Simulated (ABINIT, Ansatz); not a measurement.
# Tellurium (P3_121, 3 atoms a cell): changed settings of a GW run in ABINIT, part 2 of 2

Aim: change inputs of a GW run on Tellurium (P3_121, 3 atoms a cell) and see what moves.

ABINIT 10.8.3; PBE and many-body steps on it, plane waves. Known limits of the many-body steps: not at the basis limit; model gap, bands may invert with spin-orbit coupling; exchange with frozen shells missing; screening runs away on this mesh; no spin-orbit coupling; coarse k mesh.

So far. Step 2 (Screening, 3×3×2 mesh, 290 bands, screening to 176.9 eV): Local fields lower ε∞ by 21 %. The value itself is an artefact of the mesh, where one narrow direct gap carries too much weight. Step 3 (Base): The gap on the mesh goes from 0.17 eV to 0.50 eV, a correction of +0.33 eV.

The database entry behind the starting cell differs from later determinations by our own check (inner coordinate of an old entry), so it need not match the best structure at ambient conditions.

## (5) A keyword of another program

Level of this step: G0W0 on PBE, plane waves, norm-conserving pseudopotentials (ABINIT).

Input file run.abi:

```
acell 3*1.0 Angstrom
rprim 
  4.454000000025 -0.000000000006 0.000000000000
  -2.227000000008 3.857277148481 0.000000000000
  0.000000000000 0.000000000000 5.924000000000
ntypat 1
znucl 52
natom 3
typat 1 1 1
xred 
  0.269000000000 0.000000000000 0.333333333333
  0.000000000000 0.269000000000 0.666666666667
  0.731000000000 0.731000000000 -0.000000000000
pp_dirpath "pseudos"
pseudos "Te.upf"
ecut 34
ngkpt 3 3 2
nshiftk 1
shiftk 0 0 0
kptopt 1
chksymbreak 0
istwfk *1
occopt 1
irdwfk 1
optdriver 4
nband 290
gwcalctyp 0
ecutsigx 34
symsigma 1
nkptgw 2
kptgw 
  0.3333333333 0.3333333333 0.5000000000
  0.0000000000 0.0000000000 0.0000000000
bdgw 
  23 27
  22 26
ecuteps 6.5
irdscr 1
ppmodel 1
ecut_chi 100
indata_prefix "in"
outdata_prefix "out"
tmpdata_prefix "tmp"
```

Command:

```console
$ OMP_NUM_THREADS=1 mpirun -n 4 abinit run.abi > log
```

The log of the run:

```text
.Version 10.8.3 of ABINIT. v10.8.2 released Aug 2026.

 Symmetries : space group P3_1 2 1 (#152); Bravais hP (primitive hexag.)
================================================================================
 Values of the parameters that define the memory need of the present run
     intxc =       0    ionmov =       0      iscf =       7    lmnmax =       6
     lnmax =       6     mgfft =      60  mpssoang =       3    mqgrid =    3001
     natom =       3  nloc_mem =       1    nspden =       1   nspinor =       1
    nsppol =       1      nsym =       6    n1xccc =    2501    ntypat =       1
    occopt =       1   xclevel =       2
-    mband =         290        mffmem =           1         mkmem =           2
       mpw =        6557          nfft =      138240          nkpt =           6
================================================================================
  Rough estimation (10% accuracy) of disk space for files :
================================================================================

--------------------------------------------------------------------------------
------------- Echo of variables that govern the present computation ------------
--------------------------------------------------------------------------------
 -outvars: echo values of preprocessed input variables --------
            acell      1.8897261259E+00  1.8897261259E+00  1.8897261259E+00 Bohr

             bdgw          23      27      22      26
      chksymbreak           0
             ecut      3.40000000E+01 Hartree
          ecuteps      6.50000000E+00 Hartree
         ecutsigx      3.40000000E+01 Hartree
          ecutwfn      3.40000000E+01 Hartree
-          fftalg         312
           irdscr           1
           irdwfk           1

[...]
npweps         529
          npwsigx        6557
           npwwfn        6557
             nsym           6
           ntypat           1
              occ      2.000000  2.000000  2.000000  2.000000  2.000000  2.000000
                       2.000000  2.000000  2.000000  2.000000  2.000000  2.000000
                       2.000000  2.000000  2.000000  2.000000  2.000000  2.000000
                       2.000000  2.000000  2.000000  2.000000  2.000000  2.000000
[...]
0.000000  0.000000  0.000000  0.000000  0.000000  0.000000
   [... 38 further rows ...]
                       0.000000  0.000000  0.000000  0.000000  0.000000  0.000000
                       0.000000  0.000000
        optdriver           4
            rprim      4.4540000000E+00 -6.0000000000E-12  0.0000000000E+00
[...]
spgroup         152

             xred      2.6900000000E-01  1.8503717077E-17  3.3333333333E-01
                       4.1791247740E-18  2.6900000000E-01  6.6666666667E-01
                       7.3100000000E-01  7.3100000000E-01  9.2518585385E-18
            znucl       52.00000

================================================================================

 chkinp: Checking input parameters for consistency.

--- !ERROR
message: |
    Found token: `ECUT_CHI` in the input file.
    This name is not one of the registered input variable names (see
    Action: check your input file. Perhaps you mistyped the input variable,
    or specified "img", although this was not permitted for this input variable.

--- !ERROR
message: |
    Found token: `ECUT_CHI` in the input file.
    This name is not one of the registered input variable names (see
    Action: check your input file. Perhaps you mistyped the input variable,
    or specified "img", although this was not permitted for this input variable.

--- from the log ---
Found token: `ECUT_CHI` in the input file.
    This name is not one of the registered input variable names (see
    Action: check your input file. Perhaps you mistyped the input variable,
    or specified "img", although this was not permitted for this input variable.
```

Elapsed: 0.65 s, on 4 MPI ranks of Arm Neoverse V1, shared host; peak memory 0.05 GiB.

The run stopped with an error after 0.65 s.

The program's words: Found token: `ECUT_CHI` in the input file. This name is not one of the registered input variable names (see Action: check your input file. Perhaps you mistyped the input variable, or specified "img", although this was not permitted for this input variable.

The fault put into this input: a keyword of another program.

## (6) Side by side

Times are wall times on 4 MPI ranks of Arm Neoverse V1, shared host, good to a factor of about two. A run's time includes the screening step that it read.

```tsv
run	mesh	bands	screening cutoff (eV)	DFT gap (eV)	gap on the mesh (eV)	direct (eV)	ε∞ used	time
base	3×3×2	290	176.9	0.174	0.502	0.502	1659.41	3.6 min
scissors in G	3×3×2	290	176.9	0.174	0.591	0.591	1659.41	3.6 min
```

## (7) What came out

```yaml
base: 0.502 eV
scissors_in_g: 0.591 eV
known_limits: not at the basis limit; model gap, bands may invert with spin-orbit coupling; exchange with frozen shells missing; screening runs away on this mesh; no spin-orbit coupling; coarse k mesh
```

Scissors in G: +0.089 eV against base (keys changed: mbpt_sciss). Bands and cutoff are finite, so the gap is not at the basis limit. The miss can reach some tenths of an eV and take either sign; the mesh is an error of its own. In the G0W0 runs levels were corrected at 2 k points alone, so a gap called «on the mesh» is the least over those, and an edge elsewhere would be missed. The 3×3×2 mesh is coarse for this cell, which bears on the long-range parts of exchange and screening. With atoms this heavy and so narrow a gap, spin-orbit coupling can invert the bands. These scalar-relativistic gaps are then model values, not to be set against experiment, and a spin-orbit change taken from DFT can't simply be added. The norm-conserving file of at least one element keeps a d shell over frozen s and p shells of the same row. Exchange with those shells is missing from the self-energy, an error of 0.3 to 0.9 eV in cases checked, whose sign depends on which edge lies on those atoms. For the PBE start: On this mesh the RPA ε∞ passes 90, more than nearly any semiconductor shows; a coarse mesh does this where one point with a narrow direct gap carries much weight. The screening is then too strong, and the G0W0 gap should not be taken as the material's.

[Paths, hosts, dates, memory and timing lines, banners, echoed tables and standing remarks are left out of the program output.]

[Logs are printed without paths, hosts, clocks, repeated set-up lines and the standing remarks that a program may print on its own settings, such as how far it seeks lower states.]

[Runs of the session that timed out or met a known fault of the program may be left out.]

[Hosts, paths, dates, database ids (printed as entryN), source tags and the programs' standing remarks are cut or masked in the printed files.]

[G0W0 gaps are taken among the corrected bands and points alone; a level outside them can change the order at an edge.]

[Where Ansatz stands beside ABINIT at settings called matched, ABINIT's density can come from a denser mesh and the files from another edition; pairs whose starting gaps differed by over 0.03 eV were left out, so agreement reads better than it is.]
